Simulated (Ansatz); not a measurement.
# C(111) with different end groups on 25 % of the top atoms (PBE)

How far can end groups move the ionisation potential of C(111)?

All values are computed: Ansatz 0.2.0, PBE, plane waves, scalar-relativistic unless marked; slabs or sheets with vacuum, the vacuum level from the planar mean of the electrostatic potential. 2×2 cells of six atomic planes, hydrogen on the lower face and on the remaining top atoms, dipole correction on.

| group | ionisation potential, upper face (eV) | lower (H) face (eV) | difference (eV) | dipole a group against H (D) |
| --- | --- | --- | --- | --- |
| Li | 2.21 | 3.52 | -1.31 | +0.76 |
| CH3 | 3.54 | 3.71 | -0.17 | +0.10 |
| NH2 | 3.75 | 3.68 | +0.07 | -0.04 |
| OH | 4.20 | 3.68 | +0.52 | -0.30 |
| SH | 4.79 | 3.70 | +1.09 | -0.64 |
| F | 5.03 | 3.69 | +1.34 | -0.78 |
| Cl | 5.23 | 3.70 | +1.53 | -0.89 |
| Br | 5.33 | 3.69 | +1.64 | -0.96 |

The same valence top is seen through two surface dipoles, so the difference of the faces isolates the group. It runs from -1.31 eV (Li) to +1.64 eV (Br). A group that leaves negative charge outermost raises the barrier, and one that ends in positive charge lowers it.

**Worked step.** ΔΦ = −μ/(ε₀A), with μ the dipole of one cell along the outward normal; in working units μ (D) = −ΔΦ (eV) × A (Å²) / 37.7. For Br: −(+1.64) × 22.0 / 37.7 = -0.96 D a cell, shared by 1 group: -0.96 D each.

Where a group brings filled states above the slab's valence band, the valence top is that state. Semilocal levels lie too high, so differences are more trustworthy than the values.

In 2 of the 16 runs the program warns that some density reaches the dipole ramp in the vacuum, so their vacuum levels can be a little off.
